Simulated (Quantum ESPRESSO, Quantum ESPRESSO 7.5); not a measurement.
**Al(100): thickness series by an ASE script**

Wanted: a thickness series of Al(100), driven from Python.

Program: Quantum ESPRESSO 7.5. Level of theory: plane-wave DFT, PBE, GBRV ultrasoft pseudopotentials. Results are calculated unless marked as measured.

**What experiment says.**

“Properties of real metallic surfaces: Effects of density functional semilocality and van der Waals nonlocality” (2017, arxiv:1702.08515) quotes from earlier work for Al (clean (100) face): work function (clean (100) face) 4.32 eV.

Most raw output is cut from this account.

### 1. The structure

The cell holds 8 atoms: 8 Al. Cell: a = 2.864 Å, b = 2.864 Å, c = 29.175 Å, α = 90.0°, β = 90.0°, γ = 90.0°. It derives from Al. Vacuum lies along c.

As a file:

```
Al
1.0
     2.86378    0.00000    0.00000
     0.00000    2.86378    0.00000
     0.00000    0.00000   29.17500
Al
8
Cartesian
  1.4319 1.4319 7.5000
  0.0000 0.0000 9.5250
  1.4319 1.4319 11.5500
  0.0000 0.0000 13.5750
  1.4319 1.4319 15.6000
  0.0000 0.0000 17.6250
  1.4319 1.4319 19.6500
  0.0000 0.0000 21.6750
```

### 2. Running the series

ASE writes the inputs, starts pw.x and reads the results. Under ESM bc1 the zero of energy of a symmetric slab is the vacuum, so the work function is minus the Fermi level.

The input, run.py:

```python
import json
import numpy as np
from ase.build import fcc100
from ase.calculators.espresso import Espresso, EspressoProfile

profile = EspressoProfile(command='mpirun -n 2 pw.x -nk 2', pseudo_dir='../pseudo')
pseudopotentials = {'Al': 'al_pbe_v1.uspp.F.UPF'}
system = {'ecutwfc': 40, 'ecutrho': 200, 'occupations': 'smearing', 'smearing': 'mv', 'degauss': 0.02}


def calculator(name, kpts, **extra):
    data = dict(control=dict(tprnfor=True, verbosity='high', disk_io='none'),
                system=system | extra,
                electrons=dict(conv_thr=1e-07, mixing_beta=0.4, mixing_mode='local-TF',
                               electron_maxstep=100))
    return Espresso(profile=profile, directory=name, pseudopotentials=pseudopotentials, kpts=kpts, input_data=data)


def centre(atoms):
    z = atoms.positions[:, 2]
    atoms.positions[:, 2] -= (z.max() + z.min()) / 2  # ESM wants the slab about z = 0
    return atoms


rows = []
for n in [3, 4, 5, 6, 7, 8]:
    slab = centre(fcc100('Al', size=(1, 1, n), a=4.05, vacuum=7.5, periodic=True))
    slab.set_initial_magnetic_moments([0.0] * n)
    slab.calc = calculator(f'n{n}', (10, 10, 1), assume_isolated='esm', esm_bc='bc1')
    energy = slab.get_potential_energy()
    work = -slab.calc.get_fermi_level()
    force = slab.get_forces()[-1, 2]
    rows.append([n, energy, work, force])
    print(f'{n} layers: E = {energy:.5f} eV, work function {work:.3f} eV, force on the top atom {force:+.3f} eV/A')

n, energy = np.array(rows)[:, :2].T
slope, offset = np.polyfit(n[1:], energy[1:], 1)
area = np.linalg.norm(np.cross(*slab.cell[:2]))
gamma = offset / (2 * area) * 16.0218
print(f'bulk energy from the slope {slope:.5f} eV an atom; unrelaxed surface energy {gamma:.3f} J/m^2')
json.dump(dict(rows=rows, slope=slope, gamma=gamma), open('result.json', 'w'))
```

On the command line:

```bash
$ OMP_NUM_THREADS=1 python run.py
```

Wall time 12 min (2 MPI ranks of Arm Neoverse N1, shared host); peak memory 0.29 GiB; 23 min of CPU time.

Numbers from this step:

- surface energy: 1.000 J/m²
- work function of the thickest slab: 4.253 eV

Table of work function by layers:

| layers | work function (eV) |
| --- | --- |
| 3.00 | 4.49 |
| 4.00 | 4.34 |
| 5.00 | 4.27 |
| 6.00 | 4.26 |
| 7.00 | 4.24 |
| 8.00 | 4.25 |

Table of force on the top atom along the normal by layers:

```csv
layers,force on the top atom along the normal (eV/Å)
3.00,0.244
4.00,0.177
5.00,0.109
6.00,0.0898
7.00,0.109
8.00,0.112
```

The energy less the bulk line's slope by layers:

```csv
layers,energy less the bulk line's slope (meV)
3.00,969
4.00,1049
5.00,1014
6.00,988
7.00,1026
8.00,1043
```

### 3. Running the series: PBE, PseudoDojo norm-conserving

Level of this step: plane-wave DFT, PBE, PseudoDojo norm-conserving pseudopotentials (Quantum ESPRESSO 7.5).

run.py, as its differences from the input of step 2:

```diff
@@ -6,4 +6,4 @@
 profile = EspressoProfile(command='mpirun -n 2 pw.x -nk 2', pseudo_dir='../pseudo')
-pseudopotentials = {'Al': 'al_pbe_v1.uspp.F.UPF'}
-system = {'ecutwfc': 40, 'ecutrho': 200, 'occupations': 'smearing', 'smearing': 'mv', 'degauss': 0.02}
+pseudopotentials = {'Al': 'Al.dojo-sr-pbe-0.4.1-standard.upf'}
+system = {'ecutwfc': 32, 'ecutrho': 128, 'occupations': 'smearing', 'smearing': 'mv', 'degauss': 0.02}
```

On the command line:

```bash
$ OMP_NUM_THREADS=1 python run.py
```

It took 5.3 min on 2 MPI ranks; peak memory 0.22 GiB; 11 min of CPU time.

Read from the output:

| Item | Value |
| --- | --- |
| surface energy | 1.015 J/m² |
| work function of the thickest slab | 4.254 eV |

The work function by layers:

```
layers  work function (eV)
  3.00                4.49
  4.00                4.35
  5.00                4.28
  6.00                4.26
  7.00                4.23
  8.00                4.25
```

Force on the top atom along the normal against layers:

```
layers  force on the top atom along the normal (eV/Å)
  3.00                                          0.237
  4.00                                          0.173
  5.00                                          0.113
  6.00                                         0.0849
  7.00                                          0.102
  8.00                                          0.105
```

The energy less the bulk line's slope by layers:

```
layers  energy less the bulk line's slope (meV)
  3.00                                      985
  4.00                                     1064
  5.00                                     1030
  6.00                                     1004
  7.00                                     1041
  8.00                                     1058
```

### 4. The arithmetic

γ = (E_N − N e_bulk)/(2A). The excess of the thickest slab is 1.043 eV and A = 8.201 Å²: 1.043/(2 × 8.201) × 16.02 = 1.02 J/m² (1 eV/Å² = 16.02 J/m²); the fit's intercept gives 1.00.

### 5. Summary of results

- work function of the thickest slab, PBE, GBRV ultrasoft: 4.25 eV
- unrelaxed surface energy, PBE, GBRV ultrasoft: 1.00 J/m²
- work function of the thickest slab, PBE, PseudoDojo norm-conserving: 4.25 eV
- unrelaxed surface energy, PBE, PseudoDojo norm-conserving: 1.02 J/m²

What this shows: The thickest slab gives a work function of 4.25 eV and the series an unrelaxed surface energy of 1.00 J/m² (PBE, GBRV ultrasoft). The work function swings by 0.26 eV over 3 to 8 layers and by 0.02 eV over the last step; confined states crossing the Fermi level and the finite mesh both contribute. From 5 layers on it stays within 0.1 eV. The force on the top atom of the thickest slab points outwards (0.11 eV/Å). Experiment, extrapolated from the liquid and averaged over faces, gives a surface energy of 1.14 J/m² (arxiv:0801.1077, 2008); the value here lies under it, as is usual for gradient-corrected functionals. The slabs are cut from the bulk at the tabulated lattice constant and not relaxed; the surface energy comes from a straight line through the energies of all but the thinnest slab.

Comparison with the measured values:

| quantity | measured | PBE, GBRV | PBE, PseudoDojo |
| --- | --- | --- | --- |
| work function (clean (100) face) (eV) | 4.32 | 4.25 (-0.07 eV) | 4.25 (-0.07 eV) |

Measured values from arxiv:1702.08515 (2017).

Verdict: The grades are ours: good and fair within 3 and 7 % for the work function. Other measurements of the same face can differ from the value quoted by 0.1 to 0.2 eV.

[Logs are printed without paths, hosts, clocks, repeated set-up lines and the standing remarks that a program may print on its own settings, such as how far it seeks lower states.]

[Hosts, paths, dates, database ids (printed as entryN), source tags and the programs' standing remarks are cut or masked in the printed files.]

[Maps of the electrostatic potential energy from Ansatz leave out the sawtooth potential of an applied field or a dipole correction, so their vacuum need not be flat; planar profiles and work functions include it.]
